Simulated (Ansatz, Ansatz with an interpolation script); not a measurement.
# Settings in Wannier-interpolated G0W0: SrTiO3 (Tausonite), part 2 of 2

Aim: vary the Wannier model and the GW settings for SrTiO3 (Tausonite) and see what the interpolated bands lose.

Ansatz 0.2.0; maximally localised Wannier functions, LDA, plane waves, PAW; PAW set soft_1. Known limits of the many-body steps: not at the basis limit; no spin-orbit coupling; coarse k mesh.

So far. Step 6 (G0W0: 2×2×2 mesh, 273 empty bands, screening to 160 eV …): The G0W0 gap on the mesh is 2.767 eV.

## Step 7: G0W0: 8×8×8 mesh, 96 empty bands, screening to 80 eV, PAW set soft_1 files

Level of this step: G0W0 on LDA, plane waves, PAW; PAW set soft_1 (Ansatz).

Contents of input.yaml:

```yaml
crystal:
  lattice:
    - [3.90528, 0.0, 0.0]
    - [0.0, 3.90528, 0.0]
    - [0.0, 0.0, 3.90528]
  atoms:
    - { symbol: Sr, position: [0.5, 0.5, 0.5] }
    - { symbol: Ti, position: [0.0, 0.0, 0.0] }
    - { symbol: O, position: [0.5, 0.0, 0.0] }
    - { symbol: O, position: [0.0, 0.5, 0.0] }
    - { symbol: O, position: [0.0, 0.0, 0.5] }
kpoints:
  mp_grid: { grid: [8, 8, 8] }
hamiltonian:
  xc: lda
  pseudopotentials: { kind: paw, azcp: { folder: soft_1 }, xc_functional: pbe }
scf:
  occupations: { method: fixed }
gw:
  n_empty_bands: 96
  ecut_chi: 80
  qp_bands: [v9, c3]
  screening: { model: contour_deformation }
```

On the command line:

```bash
$ ansatz run input.yaml --threads 3 --pin off --max-ram 92160MiB --backend cuda --events-out ev --progress --plain --runs-dir out --devices 1 --max-vram 13GiB
```

Numbers of over 12 decimals in the logs are rounded to 6 here.

The log of the run:

```text
GPUs: using 1 of 1 available (devices: 1).
[...]
GPU FFT provider: cuFFT
GPU libraries: cuBLAS 13.8.2, cuFFT 12.4.0, cuSOLVER 12.3.4
Crystal: 5 atoms, lattice volume = 59.560 Å³
Basis set: ecut = 420 eV, 1189 PW (Γ)
Bands: 25, of which v1, the nominal top of the filled ones, is band 20 counted from 1 (19 counted from 0)
Symmetry: 48 space group operations
[...]
k-points: 35 of 512
[...]
34    19      9.5749   -25.9645     4.8636   -21.1273  0.7247     9.6012     9.6012  root
    34    20      9.5749   -25.9645     4.8636   -21.1273  0.7247     9.6012     9.6012  root
    34    21     14.0300   -14.4862    -7.8482   -24.0781  0.6745    15.9171    15.7738  root ?
    34    22     14.0300   -14.4862    -7.8482   -24.0781  0.6745    15.9171    15.7738  root ?
    34    23     14.0300   -14.4862    -7.8482   -24.0781  0.6745    15.9171    15.7738  root ?
[key lines of the parts left out:]
SCF converged after 8 iterations
Free energy (F): -7569.400559 eV
Fermi energy:    9.574904 eV
```

Run time: 1.8 min. Hardware: 1 × NVIDIA H100 80GB HBM3 (shared by 6 runs) with 3 threads of AMD EPYC 7R13 (Zen 3), shared host; peak memory 1.3 GiB; 3.1 min of CPU time.

The G0W0 gap on the mesh is 3.510 eV.

## Step 8: G0W0: 4×4×4 mesh, 127 empty bands, screening to 96 eV, PAW set soft_1 files

Changes to input.yaml since step 7:

```diff
@@ -12,3 +12,3 @@
 kpoints:
-  mp_grid: { grid: [8, 8, 8] }
+  mp_grid: { grid: [4, 4, 4] }
 hamiltonian:
@@ -19,4 +19,4 @@
 gw:
-  n_empty_bands: 96
-  ecut_chi: 80
+  n_empty_bands: 127
+  ecut_chi: 96
   qp_bands: [v9, c3]
```

The log of the run:

```text
GPUs: using 1 of 1 available (devices: 1).
[...]
GPU FFT provider: cuFFT
GPU libraries: cuBLAS 13.8.2, cuFFT 12.4.0, cuSOLVER 12.3.4
Crystal: 5 atoms, lattice volume = 59.560 Å³
Basis set: ecut = 420 eV, 1189 PW (Γ)
Bands: 25, of which v1, the nominal top of the filled ones, is band 20 counted from 1 (19 counted from 0)
Symmetry: 48 space group operations
[...]
k-points: 10 of 64
[...]
9    19      9.5799   -25.9812     4.8010   -21.1263  0.7199     9.5260     9.5261  root
     9    20      9.5799   -25.9812     4.8010   -21.1263  0.7199     9.5260     9.5261  root
     9    21     14.0150   -14.4932    -7.9696   -24.0804  0.6702    15.7527    15.6326  root ?
     9    22     14.0150   -14.4932    -7.9696   -24.0804  0.6702    15.7527    15.6326  root ?
     9    23     14.0150   -14.4932    -7.9696   -24.0804  0.6702    15.7527    15.6326  root ?
[key lines of the parts left out:]
SCF converged after 8 iterations
Free energy (F): -7569.382439 eV
Fermi energy:    9.579908 eV
```

The job ended after 18 s (1 × NVIDIA H100 80GB HBM3 (shared by 6 runs) with 3 threads; peak memory 1.1 GiB).

The G0W0 gap on the mesh is 3.440 eV.

## Step 9: G0W0: 4×4×4 mesh, 273 empty bands, screening to 160 eV, plasmon pole, PAW set soft_1 files

Changes to input.yaml since step 8:

```diff
@@ -19,5 +19,5 @@
 gw:
-  n_empty_bands: 127
-  ecut_chi: 96
+  n_empty_bands: 273
+  ecut_chi: 160.0
   qp_bands: [v9, c3]
-  screening: { model: contour_deformation }
+  screening: { model: godby_needs }
```

The log of the run:

```text
GPUs: using 1 of 1 available (devices: 1).
[...]
GPU FFT provider: cuFFT
GPU libraries: cuBLAS 13.8.2, cuFFT 12.4.0, cuSOLVER 12.3.4
Crystal: 5 atoms, lattice volume = 59.560 Å³
Basis set: ecut = 420 eV, 1189 PW (Γ)
Bands: 25, of which v1, the nominal top of the filled ones, is band 20 counted from 1 (19 counted from 0)
Symmetry: 48 space group operations
[...]
k-points: 10 of 64
[...]
9    19      9.5799   -25.9812     4.6627   -21.1263  0.7595     9.3876     9.3879  root
     9    20      9.5799   -25.9812     4.6627   -21.1263  0.7595     9.3876     9.3879  root
     9    21     14.0150   -14.4932    -7.7455   -24.0804  0.7413    15.7271    15.8567  root ?
     9    22     14.0150   -14.4932    -7.7455   -24.0804  0.7413    15.7271    15.8567  root ?
     9    23     14.0150   -14.4932    -7.7455   -24.0804  0.7413    15.7271    15.8567  root ?
[key lines of the parts left out:]
SCF converged after 8 iterations
Free energy (F): -7569.382439 eV
Fermi energy:    9.579908 eV
```

Elapsed: 25 s, on 1 × NVIDIA H100 80GB HBM3 (shared by 6 runs) with 3 threads; peak memory 1.6 GiB; 37 s of CPU time.

The G0W0 gap on the mesh is 3.477 eV.

## Step 10: Interpolated results

Times are wall times on 1 × NVIDIA H100 80GB HBM3 (shared by 6 runs) with 3 threads of AMD EPYC 7R13 (Zen 3), shared host, good to a factor of about two.

```tsv
GW mesh	empty bands	cutoff (eV)	frequency	gap on mesh (eV)	gap over zone (eV)	direct gap (eV)	valence width (eV)	GW time
4×4×4	273	160	contour deformation	3.464	3.464	3.806	4.795	13 s
2×2×2	273	160	contour deformation	2.767	3.127	3.537	4.777	5.9 s
8×8×8	96	80	contour deformation	3.510	3.490	3.796	4.903	1.8 min
4×4×4	127	96	contour deformation	3.440	3.440	3.766	4.883	18 s
4×4×4	273	160	plasmon pole	3.477	3.478	3.814	5.113	25 s
```

## Step 11: What came out

| Item | Value |
| --- | --- |
| 4×4×4 mesh, 273 empty bands, screening to 160 eV, PAW set soft_1 files | 3.46 eV |
| 2×2×2 mesh, 273 empty bands, screening to 160 eV, PAW set soft_1 files | 3.13 eV |
| 8×8×8 mesh, 96 empty bands, screening to 80 eV, PAW set soft_1 files | 3.49 eV |
| 4×4×4 mesh, 127 empty bands, screening to 96 eV, PAW set soft_1 files | 3.44 eV |
| 4×4×4 mesh, 273 empty bands, screening to 160 eV, plasmon pole, PAW set soft_1 files | 3.48 eV |

In words: The largest change, −0.34 eV in the gap over the zone, comes with 2×2×2 mesh, 273 empty bands, screening to 160 eV, PAW set soft_1 files. The first run is a reference, not a converged one, and where a row moves several settings no single cause can be named. Rows on another GW mesh add that mesh's corrections to the bands of the one model. Coarser Wannier mesh (4×4×4): the miss near the gap goes from under 1 (the model on 8×8×8) to 3 meV and the total spread from 12.7 to 12.1 Å². With 2×2×2 mesh, 273 empty bands, screening to 160 eV, PAW set soft_1 files the gap over the zone moves by −0.34 eV and that on the mesh by −0.70 eV. With 8×8×8 mesh, 96 empty bands, screening to 80 eV, PAW set soft_1 files the gap over the zone moves by +0.03 eV and that on the mesh by +0.05 eV. With 4×4×4 mesh, 127 empty bands, screening to 96 eV, PAW set soft_1 files the gap over the zone moves by −0.02 eV and that on the mesh by −0.02 eV. With 4×4×4 mesh, 273 empty bands, screening to 160 eV, plasmon pole, PAW set soft_1 files the gap over the zone moves by +0.01 eV and that on the mesh by +0.01 eV. Gaps over the zone and on the mesh differ where an edge lies off the mesh, or where a GW run starts from another density: the starting gap over the zone is 1.769 eV, on the GW meshes it is 1.768 eV, 1.402 eV and 1.788 eV. The 4×4×4 mesh is coarse for this cell (its supercell is 16 Å along the shortest edge). The RPA ε∞ on it, from the LDA start, is 6.82; such meshes misread the long-range screening, most where the gap is narrow. This is the ideal cubic cell; many perovskites, halides above all, are cubic only on average, and local tilts or off-centring can widen the gap. The many-body steps are scalar-relativistic: spin-orbit coupling is not in them.

[Paths, hosts, dates, memory and timing lines, banners, echoed tables and standing remarks are left out of the program output.]

[Logs are printed without paths, hosts, clocks, repeated set-up lines and the standing remarks that a program may print on its own settings, such as how far it seeks lower states.]

[Runs of the session that timed out or met a known fault of the program may be left out.]

[Hosts, paths, dates, database ids (printed as entryN), source tags and the programs' standing remarks are cut or masked in the printed files.]
